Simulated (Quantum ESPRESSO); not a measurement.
## K (Im-3m): from the cell to the phonon bands

How does K (Im-3m) vibrate, and is this structure a minimum?

Method: DFT LDA, scalar-relativistic, plane waves, PseudoDojo norm-conserving pseudopotentials, in Quantum ESPRESSO 7.5.

The database entry behind the starting cell lists a temperature near 5 K, so it need not match the best structure at ambient conditions.

**1. The starting structure**

Symmetry: Im-3m, No. 229, cubic system. Conventional cell: a = 5.225 Å, b = 5.225 Å, c = 5.225 Å, α = 90.00°, β = 90.00°, γ = 90.00°. Nearest to K lie 8 K at 4.52 Å.

Coordinates:

```cif
data_structure
_symmetry_space_group_name_H-M 'Im-3m'
_symmetry_Int_Tables_number 229
_cell_length_a 5.2250
_cell_length_b 5.2250
_cell_length_c 5.2250
_cell_angle_alpha 90.000
_cell_angle_beta 90.000
_cell_angle_gamma 90.000
_cell_volume 142.65
loop_
_atom_site_label
_atom_site_type_symbol
_atom_site_symmetry_multiplicity
_atom_site_Wyckoff_symbol
_atom_site_fract_x
_atom_site_fract_y
_atom_site_fract_z
_atom_site_occupancy
K1 K 2 a 0.00000 0.00000 0.00000 1
```

**2. A probe with smearing**

Before anything dear is run, a loose run with smearing shows whether this is a metal and how far the cell is from rest.

Input file probe.in:

```
 &control
    calculation='scf',
    prefix='x',
    outdir='./tmp',
    pseudo_dir='./pseudo',
    tprnfor=.true.,
    tstress=.true.,
    verbosity='high',
 /
 &system
    ibrav=0,
    nat=1,
    ntyp=1,
    ecutwfc=79.0,
    occupations='smearing',
    smearing='gaussian',
    degauss=0.01,
 /
 &electrons
    conv_thr=1.0d-07,
    mixing_beta=0.7,
    electron_maxstep=100,
 /
ATOMIC_SPECIES
 K      39.0983  K.upf
CELL_PARAMETERS angstrom
     2.612500000    2.612500000    2.612500000
    -2.612500000    2.612500000    2.612500000
    -2.612500000   -2.612500000    2.612500000
ATOMIC_POSITIONS crystal
 K      0.000000000   0.000000000   0.000000000
K_POINTS automatic
 6 6 6 0 0 0
```

Run with:

```console
$ OMP_NUM_THREADS=1 mpirun -n 4 pw.x -nk 4 -in probe.in > probe.out
```

Output:

```text
[banners, grids, parts of the stress and lines that vanish by symmetry left out]
Program PWSCF v.7.5
     Message from routine setup:
     using ibrav=0 with symmetry is DISCOURAGED, use correct ibrav instead
[...]
kinetic-energy cutoff     =      79.0000  Ry
     charge density cutoff     =     316.0000  Ry
     scf convergence threshold =      1.0E-07
[...]
Exchange-correlation= SLA  PW   NOGX NOGC
                           (   1   4   0   0   0   0   0)
[...]
48 Sym. Ops., with inversion, found
[...]
(     0          1          0      )
                  (     0          0          1      )
[...]
( -0.0000000  1.0000000 -0.0000000 )
                  ( -0.0000000 -0.0000000  1.0000000 )
[...]
(     1         -1          1      )
                  (     1          0          0      )
[...]
(  1.0000000  0.0000000 -0.0000000 )
                  ( -0.0000000 -1.0000000 -0.0000000 )
[...]
(     1          0          0      )
                  (     0          0         -1      )
[...]
( -1.0000000 -0.0000000 -0.0000000 )
                  (  0.0000000  1.0000000 -0.0000000 )
[...]
number of k points=    16  Gaussian smearing, width (Ry)=  0.0100
[...]
End of self-consistent calculation
[...]
the Fermi energy is     1.7468 ev
!    total energy              =     -59.83942404 Ry
[...]
convergence has been achieved in   4 iterations
[...]
atom    1 type  1   force =     0.00000000    0.00000000    0.00000000
[...]
Total force =     0.000000     Total SCF correction =     0.000000
[...]
total   stress  (Ry/bohr**3)                   (kbar)     P=       -3.68
[...]
XML data file, charge density, pseudopotentials, collected wavefunctions

   JOB DONE.
```

It took 3 s on 4 MPI ranks of Arm Neoverse V2, shared host; 12 s of CPU time.

This step gave:

| Property | Result |
| --- | --- |
| volume per atom | 71.32 Å³ |
| pressure | -0.3680 GPa |
| gap on the k-mesh | 0 eV |

No gap opens on this mesh, so smearing is kept; the start stands at -0.37 GPa.

**3. Relaxation**

The relaxation runs at a cutoff a fifth above that of the response, since stress converges more slowly with the basis than frequencies do. Forces and stress are brought to rest with tight thresholds.

Input file relax.in:

```
 &control
    calculation='vc-relax',
    prefix='x',
    outdir='./tmp',
    pseudo_dir='./pseudo',
    tprnfor=.true.,
    tstress=.true.,
    forc_conv_thr=2.0d-05,
    etot_conv_thr=1.0d-07,
    nstep=40,
 /
 &system
    ibrav=0,
    nat=1,
    ntyp=1,
    ecutwfc=95,
    occupations='smearing',
    smearing='mv',
    degauss=0.02,
 /
 &electrons
    conv_thr=1.0d-11,
    mixing_beta=0.7,
    electron_maxstep=100,
 /
 &ions
 /
 &cell
    press_conv_thr=0.2,
 /
ATOMIC_SPECIES
 K      39.0983  K.upf
CELL_PARAMETERS angstrom
     2.612500000    2.612500000    2.612500000
    -2.612500000    2.612500000    2.612500000
    -2.612500000   -2.612500000    2.612500000
ATOMIC_POSITIONS crystal
 K      0.000000000   0.000000000   0.000000000
K_POINTS automatic
 10 10 10 0 0 0
```

Run with:

```console
$ OMP_NUM_THREADS=1 mpirun -n 4 pw.x -nk 4 -in relax.in > relax.out
```

Output:

```text
[banners, grids, parts of the stress and lines that vanish by symmetry left out]
[banner, memory and clock lines left out]
Program PWSCF v.7.5

[...]
kinetic-energy cutoff     =      95.0000  Ry
     charge density cutoff     =     380.0000  Ry
     scf convergence threshold =      1.0E-11
[...]
energy convergence thresh.=      1.0E-07
     force convergence thresh. =      2.0E-05
     press convergence thresh. =      2.0E-01
     Exchange-correlation= SLA  PW   NOGX NOGC
                           (   1   4   0   0   0   0   0)
[...]
48 Sym. Ops., with inversion, found
[...]
number of k points=    47  Marzari-Vanderbilt smearing, width (Ry)=  0.0200
[...]
End of self-consistent calculation
[...]
the Fermi energy is     1.7415 ev
!    total energy              =     -59.84014126 Ry
[...]
convergence has been achieved in   6 iterations
[...]
atom    1 type  1   force =     0.00000000    0.00000000    0.00000000
     Total force =     0.000000     Total SCF correction =     0.000000
[...]
total   stress  (Ry/bohr**3)                   (kbar)     P=       -3.84
[...]
number of bfgs steps    =   0
[...]
CELL_PARAMETERS (angstrom)
[...]
ATOMIC_POSITIONS (crystal)
K                0.0000000000        0.0000000000        0.0000000000
[...]
New effective cutoffs (rho, wfc):  380.33   95.12
[...]
End of self-consistent calculation
[...]
the Fermi energy is     1.7496 ev
!    total energy              =     -59.84016572 Ry
[...]
convergence has been achieved in   3 iterations
[...]
atom    1 type  1   force =     0.00000000    0.00000000    0.00000000
     Total force =     0.000000     Total SCF correction =     0.000000
[...]
total   stress  (Ry/bohr**3)                   (kbar)     P=       -3.79
[...]
number of bfgs steps    =   1
[...]
WARNING: bfgs curvature condition failed, Theta= 0.813
[...]
CELL_PARAMETERS (angstrom)
[...]
ATOMIC_POSITIONS (crystal)
K                0.0000000000        0.0000000000        0.0000000000
[...]
New effective cutoffs (rho, wfc):  381.08   95.31
[...]
End of self-consistent calculation
[...]
the Fermi energy is     1.7618 ev
!    total energy              =     -59.84020166 Ry
[...]
convergence has been achieved in   4 iterations
[...]
atom    1 type  1   force =     0.00000000    0.00000000    0.00000000
     Total force =     0.000000     Total SCF correction =     0.000000
[...]
total   stress  (Ry/bohr**3)                   (kbar)     P=       -3.70
[...]
number of bfgs steps    =   2
[...]
CELL_PARAMETERS (angstrom)
[...]
ATOMIC_POSITIONS (crystal)
K                0.0000000000        0.0000000000        0.0000000000
[...]
New effective cutoffs (rho, wfc):  382.20   95.59
[...]
End of self-consistent calculation
[...]
the Fermi energy is     1.7802 ev
!    total energy              =     -59.84025385 Ry
[...]
convergence has been achieved in   4 iterations
[...]
atom    1 type  1   force =     0.00000000    0.00000000    0.00000000
     Total force =     0.000000     Total SCF correction =     0.000000
[...]
Total force =     0.000000     Total SCF correction =     0.000000
[...]
total   stress  (Ry/bohr**3)                   (kbar)     P=       -2.53
[...]
number of bfgs steps    =   6
[...]
the Fermi energy is     2.0142 ev
!    total energy              =     -59.84071388 Ry
[...]
convergence has been achieved in   6 iterations
[...]
atom    1 type  1   force =     0.00000000    0.00000000    0.00000000
     Total force =     0.000000     Total SCF correction =     0.000000
[...]
total   stress  (Ry/bohr**3)                   (kbar)     P=       -1.71
[...]
number of bfgs steps    =   7
[...]
the Fermi energy is     2.1696 ev
!    total energy              =     -59.84082041 Ry
[...]
convergence has been achieved in   6 iterations
[...]
atom    1 type  1   force =     0.00000000    0.00000000    0.00000000
     Total force =     0.000000     Total SCF correction =     0.000000
[...]
total   stress  (Ry/bohr**3)                   (kbar)     P=       -0.31
[...]
number of bfgs steps    =   8
[...]
New effective cutoffs (rho, wfc):  407.50  101.92
[...]
the Fermi energy is     2.2036 ev
!    total energy              =     -59.84082354 Ry
[...]
convergence has been achieved in   5 iterations
[...]
atom    1 type  1   force =     0.00000000    0.00000000    0.00000000
     Total force =     0.000000     Total SCF correction =     0.000000
[...]
total   stress  (Ry/bohr**3)                   (kbar)     P=        0.02
[...]
number of bfgs steps    =   9
[...]
CELL_PARAMETERS (angstrom)
[...]
ATOMIC_POSITIONS (crystal)
K                0.0000000000        0.0000000000        0.0000000000
[...]
New effective cutoffs (rho, wfc):  407.38  101.89
[...]
End of self-consistent calculation
[...]
the Fermi energy is     2.2016 ev
!    total energy              =     -59.84082355 Ry
[...]
convergence has been achieved in   3 iterations
[...]
atom    1 type  1   force =     0.00000000    0.00000000    0.00000000
     Total force =     0.000000     Total SCF correction =     0.000000
[...]
total   stress  (Ry/bohr**3)                   (kbar)     P=       -0.00
[...]
bfgs converged in  11 scf cycles and  10 bfgs steps
[...]
End of BFGS Geometry Optimization
     Final enthalpy           =     -59.8408235515 Ry
     File ./tmp/x.bfgs deleted, as requested
[...]
CELL_PARAMETERS (angstrom)
[...]
ATOMIC_POSITIONS (crystal)
K                0.0000000000        0.0000000000        0.0000000000
[...]
Final scf calculation at the relaxed structure.
[...]
kinetic-energy cutoff     =      95.0000  Ry
     charge density cutoff     =     380.0000  Ry
     scf convergence threshold =      1.0E-13
[...]
press convergence thresh. =      2.0E-01
     Exchange-correlation= SLA  PW   NOGX NOGC
                           (   1   4   0   0   0   0   0)
[...]
48 Sym. Ops., with inversion, found
[...]
number of k points=    47  Marzari-Vanderbilt smearing, width (Ry)=  0.0200
[...]
c_bands:  1 eigenvalues not converged
     c_bands:  3 eigenvalues not converged
     c_bands:  2 eigenvalues not converged
     c_bands:  3 eigenvalues not converged
[...]
c_bands:  4 eigenvalues not converged
[...]
c_bands:  1 eigenvalues not converged
[...]
End of self-consistent calculation
[...]
the Fermi energy is     2.2016 ev
!    total energy              =     -59.84082277 Ry
[...]
convergence has been achieved in   9 iterations
[...]
atom    1 type  1   force =     0.00000000    0.00000000    0.00000000
     Total force =     0.000000     Total SCF correction =     0.000000
[...]
total   stress  (Ry/bohr**3)                   (kbar)     P=       -0.00
[...]
XML data file, charge density, pseudopotentials, collected wavefunctions
```

Elapsed: 99 s, on 4 MPI ranks.

The steps of the relaxation:

| step | energy less that of the first step (eV) | largest force (eV/Å) | pressure (GPa) | volume (Å³) |
| --- | --- | --- | --- | --- |
| 1 | 0.0000 | 0.0000 | -0.38 | 71.32 |
| 2 | -0.0003 | 0.0000 | -0.38 | 71.18 |
| 3 | -0.0008 | 0.0000 | -0.37 | 70.97 |
| 4 | -0.0015 | 0.0000 | -0.36 | 70.66 |
| 5 | -0.0025 | 0.0000 | -0.34 | 70.19 |
| 6 | -0.0039 | 0.0000 | -0.30 | 69.50 |
| 7 | -0.0057 | 0.0000 | -0.25 | 68.46 |
| 8 | -0.0078 | 0.0000 | -0.17 | 66.92 |
| 9 | -0.0092 | 0.0000 | -0.03 | 64.66 |
| 10 | -0.0093 | 0.0000 | 0.00 | 64.18 |
| 11 | -0.0093 | 0.0000 | 0.00 | 64.21 |
| 12 | -0.0093 | 0.0000 | 0.00 | 64.21 |

| conventional cell, symmetrised | before | after | change |
| --- | --- | --- | --- |
| a (Å) | 5.225 | 5.045 | -3.4 % |
| b (Å) | 5.225 | 5.045 | -3.4 % |
| c (Å) | 5.225 | 5.045 | -3.4 % |
| volume (Å³/atom) | 71.32 | 64.21 | -10.0 % |

Final coordinates:

```cif
data_structure
_symmetry_space_group_name_H-M 'P 1'
_symmetry_Int_Tables_number 1
_cell_length_a 4.3693
_cell_length_b 4.3693
_cell_length_c 4.3693
_cell_angle_alpha 70.529
_cell_angle_beta 109.471
_cell_angle_gamma 70.529
_cell_volume 64.21
loop_
_atom_site_label
_atom_site_type_symbol
_atom_site_fract_x
_atom_site_fract_y
_atom_site_fract_z
_atom_site_occupancy
K1 K 0.00000 0.00000 0.00000 1
```

The last row of the table of steps is pw.x's closing run on a basis chosen anew for the final cell, so its energy can jump.

Read from the output:

| Item | Value |
| --- | --- |
| volume per atom | 64.21 Å³ |
| pressure | 0 GPa |

The volume changes by -10.0 % from the cell with which this run began.

**4. Self-consistent run for the response**

Perturbation theory inherits every error of the wavefunctions, so the threshold is set near the limit of the arithmetic. Smearing stays on, as the first look found no gap above 0.3 eV.

Input file scf.in:

```
 &control
    calculation='scf',
    prefix='x',
    outdir='./tmp',
    pseudo_dir='./pseudo',
    tprnfor=.true.,
    tstress=.true.,
 /
 &system
    ibrav=0,
    nat=1,
    ntyp=1,
    ecutwfc=79.0,
    occupations='smearing',
    smearing='mv',
    degauss=0.02,
 /
 &electrons
    conv_thr=1.0d-12,
    mixing_beta=0.7,
    electron_maxstep=100,
 /
ATOMIC_SPECIES
 K      39.0983  K.upf
CELL_PARAMETERS angstrom
     2.522610203    2.522610203    2.522610203
    -2.522610203    2.522610203    2.522610203
    -2.522610203   -2.522610203    2.522610203
ATOMIC_POSITIONS crystal
 K      0.000000000   0.000000000   0.000000000
K_POINTS automatic
 12 12 12 0 0 0
```

Run with:

```console
$ OMP_NUM_THREADS=1 mpirun -n 4 pw.x -nk 4 -in scf.in > scf.out
```

Output:

```text
[banners, grids, parts of the stress and lines that vanish by symmetry left out]
[banner, memory and clock lines left out]
Program PWSCF v.7.5

[...]
kinetic-energy cutoff     =      79.0000  Ry
     charge density cutoff     =     316.0000  Ry
     scf convergence threshold =      1.0E-12
[...]
Exchange-correlation= SLA  PW   NOGX NOGC
                           (   1   4   0   0   0   0   0)
[...]
48 Sym. Ops., with inversion, found
[...]
number of k points=    72  Marzari-Vanderbilt smearing, width (Ry)=  0.0200
[...]
c_bands:  1 eigenvalues not converged
     c_bands:  2 eigenvalues not converged
     c_bands:  1 eigenvalues not converged
     c_bands:  1 eigenvalues not converged
[...]
c_bands:  1 eigenvalues not converged
[...]
End of self-consistent calculation
[...]
the Fermi energy is     2.1970 ev
!    total energy              =     -59.84088931 Ry
[...]
convergence has been achieved in   7 iterations
[...]
atom    1 type  1   force =     0.00000000    0.00000000    0.00000000
     Total force =     0.000000     Total SCF correction =     0.000000
[...]
total   stress  (Ry/bohr**3)                   (kbar)     P=       -0.04
[...]
XML data file, charge density, pseudopotentials, collected wavefunctions
```

It took 12 s on 4 MPI ranks.

This step gave:

- pressure: -0.004 GPa

The cell stands at -0.004 GPa, close enough for phonons.

[end of part 1 of 3]

[Host names and launcher messages were left out of these logs when they were recorded.]

[Logs are printed without paths, hosts, clocks, repeated set-up lines and the standing remarks that a program may print on its own settings, such as how far it seeks lower states.]

[Hosts, paths, dates, database ids (printed as entryN), source tags and the programs' standing remarks are cut or masked in the printed files.]
